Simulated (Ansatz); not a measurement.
# Resistivity from frozen vibrations: Al(111) with 4 thermally displaced layers, 2x2, part 2 of 2

How much do lattice vibrations at 800 K scatter the electrons of Al? Layers with random displacements are laid between perfect leads, and the resistance is followed against their length.

Ansatz 0.2.0; Ansatz plane-wave DFT, PBE, PAW files; ballistic transport by layer matching (Landauer), zero bias; PAW set soft_1.

So far, open channels per spin nearest the Fermi level: step 2 (with 4 displaced layers) 5.41.

### 4. With 12 displaced layers

Each atom of 12 layers is moved at random, by amounts drawn from a normal law 0.1541 Å wide in each direction from the Debye model (428 K) at 800 K. A fresh draw is used; the growth of the resistance with length is what counts.

System of this step: Al(111) with 12 thermally displaced layers, 2x2. The cell holds 72 atoms: 72 Al. Its edges and angles: a = 5.725 Å, b = 5.725 Å, c = 42.068 Å, α = 90.0°, β = 90.0°, γ = 120.0°. It derives from Al. Regions: lead, 24 atoms (24 Al); scattering region, 48 atoms (48 Al). The structure is stacked along c, and the current runs across the ab planes.

The input, input.yaml:

```yaml
crystal:
  lattice:
    - [5.7246940741, 0.0, 0.0]
    - [-2.862347037, 4.957730497, 0.0]
    - [0.0, 0.0, 42.0677382451]
  atoms:
    - { symbol: Al, position: [0.0, 0.0, 0.0277777778] }
    - { symbol: Al, position: [0.0, 0.5, 0.0277777778] }
    - { symbol: Al, position: [0.5, 0.0, 0.0277777778] }
    - { symbol: Al, position: [0.5, 0.5, 0.0277777778] }
    - { symbol: Al, position: [0.1666666667, 0.3333333333, 0.0833333333] }
    - { symbol: Al, position: [0.1666666667, 0.8333333333, 0.0833333333] }
    - { symbol: Al, position: [0.6666666667, 0.3333333333, 0.0833333333] }
    - { symbol: Al, position: [0.6666666667, 0.8333333333, 0.0833333333] }
    - { symbol: Al, position: [0.3333333333, 0.1666666667, 0.1388888889] }
    - { symbol: Al, position: [0.3333333333, 0.6666666667, 0.1388888889] }
    - { symbol: Al, position: [0.8333333333, 0.1666666667, 0.1388888889] }
    - { symbol: Al, position: [0.8333333333, 0.6666666667, 0.1388888889] }
    - { symbol: Al, position: [0.9838268661, 0.9971230284, 0.1953660282] }
    - { symbol: Al, position: [0.9609853701, 0.4402134841, 0.1941796923] }
    - { symbol: Al, position: [0.5229175804, 0.033704629, 0.1965609971] }
    - { symbol: Al, position: [0.4714311276, 0.4775056068, 0.2018086968] }
    - { symbol: Al, position: [0.2154916974, 0.3902530096, 0.2577995555] }
    - { symbol: Al, position: [0.1506345698, 0.8453071933, 0.2516781367] }
    - { symbol: Al, position: [0.6901497809, 0.3501752185, 0.2507400692] }
    - { symbol: Al, position: [0.6480051755, 0.786636844, 0.2493941821] }
    - { symbol: Al, position: [0.3151702164, 0.1705853587, 0.3038430653] }
    - { symbol: Al, position: [0.362709157, 0.6921228808, 0.3066862087] }
    - { symbol: Al, position: [0.8432874709, 0.1695553749, 0.303915398] }
    - { symbol: Al, position: [0.82120358, 0.6512623858, 0.3069766431] }
    - { symbol: Al, position: [0.0094128991, 0.0180660628, 0.3562446466] }
    - { symbol: Al, position: [0.0120429081, 0.4762960146, 0.3584216423] }
    - { symbol: Al, position: [0.4859309786, 0.9824904603, 0.3621774207] }
    - { symbol: Al, position: [0.4679268901, 0.4667614981, 0.3580131737] }
    - { symbol: Al, position: [0.2026669436, 0.3347088466, 0.4123903321] }
    - { symbol: Al, position: [0.1427133662, 0.7849757705, 0.4232213449] }
    - { symbol: Al, position: [0.6330743931, 0.3482125822, 0.4186578143] }
    - { symbol: Al, position: [0.6323053437, 0.8426656859, 0.420319027] }
    - { symbol: Al, position: [0.3499743844, 0.1747788425, 0.475698496] }
    - { symbol: Al, position: [0.3428920529, 0.677122494, 0.4717581135] }
    - { symbol: Al, position: [0.835709889, 0.1374092047, 0.475122228] }
    - { symbol: Al, position: [0.8027846395, 0.6327700373, 0.4735600263] }
    - { symbol: Al, position: [0.0605106224, 0.0298881851, 0.5258890977] }
    - { symbol: Al, position: [0.0117303093, 0.485883546, 0.5273235294] }
    - { symbol: Al, position: [0.4664010538, 0.9279827221, 0.5284796087] }
    - { symbol: Al, position: [0.4614503909, 0.4783254122, 0.522377501] }
    - { symbol: Al, position: [0.1111899875, 0.3040174346, 0.5863572637] }
    - { symbol: Al, position: [0.2111171135, 0.832549979, 0.587332256] }
    - { symbol: Al, position: [0.6298502405, 0.2739107562, 0.5838824357] }
    - { symbol: Al, position: [0.672000927, 0.8200122756, 0.5844402956] }
    - { symbol: Al, position: [0.3353268919, 0.1398326541, 0.6334796616] }
    - { symbol: Al, position: [0.3240983991, 0.6601070749, 0.6375971829] }
    - { symbol: Al, position: [0.8867204034, 0.220296578, 0.6373628282] }
    - { symbol: Al, position: [0.8667658205, 0.6959100487, 0.64150098] }
    - { symbol: Al, position: [0.0221447892, 0.9879026106, 0.6971541467] }
    - { symbol: Al, position: [0.0669783256, 0.524977279, 0.6921739486] }
    - { symbol: Al, position: [0.5359736903, 0.0392337639, 0.6957959373] }
    - { symbol: Al, position: [0.5088147118, 0.5479577031, 0.6898668998] }
    - { symbol: Al, position: [0.1799651776, 0.3328306095, 0.7456279387] }
    - { symbol: Al, position: [0.2048946428, 0.8441453999, 0.7457263469] }
    - { symbol: Al, position: [0.6761555127, 0.3199195392, 0.7430306217] }
    - { symbol: Al, position: [0.6522200119, 0.8415243003, 0.7523284006] }
    - { symbol: Al, position: [0.3384914206, 0.1680703589, 0.8072769966] }
    - { symbol: Al, position: [0.345944234, 0.7032454689, 0.806099988] }
    - { symbol: Al, position: [0.8496481403, 0.1834742642, 0.8016834439] }
    - { symbol: Al, position: [0.8379977321, 0.7141736758, 0.8067836968] }
    - { symbol: Al, position: [0.0, 0.0, 0.8611111111] }
    - { symbol: Al, position: [0.0, 0.5, 0.8611111111] }
    - { symbol: Al, position: [0.5, 0.0, 0.8611111111] }
    - { symbol: Al, position: [0.5, 0.5, 0.8611111111] }
    - { symbol: Al, position: [0.1666666667, 0.3333333333, 0.9166666667] }
    - { symbol: Al, position: [0.1666666667, 0.8333333333, 0.9166666667] }
    - { symbol: Al, position: [0.6666666667, 0.3333333333, 0.9166666667] }
    - { symbol: Al, position: [0.6666666667, 0.8333333333, 0.9166666667] }
    - { symbol: Al, position: [0.3333333333, 0.1666666667, 0.9722222222] }
    - { symbol: Al, position: [0.3333333333, 0.6666666667, 0.9722222222] }
    - { symbol: Al, position: [0.8333333333, 0.1666666667, 0.9722222222] }
    - { symbol: Al, position: [0.8333333333, 0.6666666667, 0.9722222222] }
kpoints:
  mp_grid: { grid: [5, 5, 1] }
hamiltonian:
  xc: pbe
  pseudopotentials: { kind: paw, azcp: { folder: soft_1 } }
scf:
  occupations: { method: fermi_dirac, width: 0.1 }
output:
  transmission:
    leads: [[0, 4]]
    kmesh: [10, 10]
    e_range: [-0.05, 0.05]
    de: 0.05
  write_potential: true
  write_density: true
  volumetric_format: npy
```

On the command line:

```console
$ ansatz run input.yaml --threads 4 --pin off --max-ram 15360MiB --backend cpu --events-out ev --progress --plain --runs-dir out
```

Numbers of over 12 decimals in the logs are rounded to 6 here.

The program printed:

```text
[...]
Crystal: 72 atoms, lattice volume = 1193.945 Å³
Basis set: ecut = 420 eV, 23469 PW (Γ)
Bands: 180, of which v1, the nominal top of the filled ones, is band 108 counted from 1 (107 counted from 0)
Symmetry: 1 space group operations
[...]
k-points: 13 of 25 (time reversal used)
[...]
SCF iter   1: F=—  HF=-38697.811012 eV  |F-HF|=—  |Δ(HF+E_count)|=         —  Δρ=2.60e-2  dr2=3.29e1  ethr=3.10e-3  ⟨swp⟩=6.3  Hψ=10954  notcnv=0  defer=119
[...]
SCF iter   8: F=-38693.365850 eV  HF=-38693.365850 eV  |F-HF|=2.43e-8  |Δ(HF+E_count)|=   2.12e-8  Δρ=7.81e-7  dr2=3.03e-8  ethr=4.63e-11  ⟨swp⟩=14.4  Hψ=10164  notcnv=0
SCF 1 converged in 8 iterations: F = -38693.365850 eV  dr2 = 3.03e-8
[...]
transmission: 273 of 2704 steps passed
transmission: 549 of 2704 steps passed
[...]
transmission: 2704 of 2704 steps passed
SCF converged after 8 iterations
Free energy (F): -38693.365850 eV
[...]
Internal energy: -38692.221988 eV  (E = F + TS)
E sigma→0 (E₀):  -38692.793919 eV
Entropy (-TS):   -1.143862 eV (-15.887 meV/atom)
Fermi energy:    7.913758 eV
[...]
--- Band table (eV; the first three rows and the last of 13) ---
  k-point 0: bands = [... 104 lower, 6.6123, 6.6502, 6.7274, 6.7811, 6.8144, 6.8482, 6.9066, 6.9179, ... 68 higher]
  k-point 1: bands = [... 104 lower, 6.9233, 6.9780, 7.0707, 7.1217, 7.1871, 7.2167, 7.3370, 7.4607, ... 68 higher]
  k-point 2: bands = [... 104 lower, 7.9464, 7.9882, 8.0223, 8.0708, 8.0813, 8.1007, 8.1250, 8.1415, ... 68 higher]
  k-point 12: bands = [... 104 lower, 7.7159, 7.7784, 7.8371, 7.8977, 7.9304, 7.9634, 7.9867, 8.0242, ... 68 higher]
--- Transmission ---
  basis      : 253 plane waves across, 52 finite elements along
  points     : 52, standing for a mesh of 10 x 10
[...]
channels       : 5.590000e0 a spin
[...]
junction   : crystal 0 to crystal 0, 0.70 to 40.43 Å
    transmission   : 3.907523e0 a spin
[...]
```

It took 13 min on 4 threads of Arm Neoverse V1, shared host; peak memory 4.8 GiB; 43 min of CPU time.

This step gave:

```
free energy                                    : -38693.3658 eV
energy at zero smearing                        : -38692.7939 eV
Fermi energy                                   : 7.914 eV
transmission per spin nearest the Fermi level  : 3.908
open channels per spin nearest the Fermi level : 5.59
step of the lead's potential                   : 5.5 meV
```

Per spin. The transmission, zone mean by energy, zero at the Fermi level:

| energy (eV) | transmission, zone mean |
| --- | --- |
| -0.0500 | 3.71 |
| 0.0000 | 3.91 |
| 0.0500 | 3.92 |

Over the solved energies the transmission per spin lies between 3.71 and 3.92, out of 5.47 channels of the lead on average (up to 5.59).

### 5. Resistance against length

This step: Ansatz plane-wave DFT, PBE, PAW files; ballistic transport by layer matching (Landauer), zero bias; resistivity from the slope of the area resistance; PAW set soft_1 (Ansatz 0.2.0).

Numbers from this step:

```yaml
resistivity: 10.51 µΩ cm
intercept: -0.01021 fΩ m²
scatter_about_the_fit: 0.002724 fΩ m²
```

Resistance, by row:

```
run  length (Å)      T  channels N  RA (fΩ m²)
 n4       9.348  4.815        5.43     0.08609
 n8        18.7  4.261        5.47      0.1901
n12       28.05  3.847        5.47      0.2825
```

The area resistance by length of the displaced region:

```
length of the displaced region (Å)  area resistance (fΩ m²)
                              9.35                   0.0861
                             18.70                    0.190
                             28.05                    0.283
```

The area resistance goes from 0.086 to 0.28 fΩ m² between 9.3 and 28.0 Å, a slope of 11 µΩ cm.

By hand from the end points: (0.2825 − 0.08609) fΩ m² / (28.05 − 9.35) Å = 11 µΩ cm, since 1 fΩ m² per Å is 1000 µΩ cm.

### 6. Outcome

```
resistivity from the slope  : 10.5 µΩ cm
area resistance over 9.35 Å : 0.0861 fΩ m²
area resistance over 18.7 Å : 0.190 fΩ m²
area resistance over 28.0 Å : 0.283 fΩ m²
```

The slope gives 11 µΩ cm. The points scatter by 0.0027 fΩ m² about the line, with one random draw a length in a 2x2 cell, so the slope is a rough value. The mean square of the displacements drawn is 0.75, 0.94 and 0.81 of the nominal one at the three lengths; with each resistance scaled back by that, the slope is 13 µΩ cm, the value used below. Read with a model of isotropic scattering on a spherical Fermi surface and the lead's 1.5×10¹⁵ S/m², this slope means a mean free path near 43 Å; over these lengths the model's slope is 1.06 times its bulk resistivity, which would be 12 µΩ cm. Uncorrelated displacements put too much weight on short waves, which scatter strongly; with the sideways repeat of a small cell, one draw and three short lengths, the method is good to a factor of two or three.

[Logs are printed without paths, hosts, clocks, repeated set-up lines and the standing remarks that a program may print on its own settings, such as how far it seeks lower states.]

[Hosts, paths, dates, database ids (printed as entryN), source tags and the programs' standing remarks are cut or masked in the printed files.]
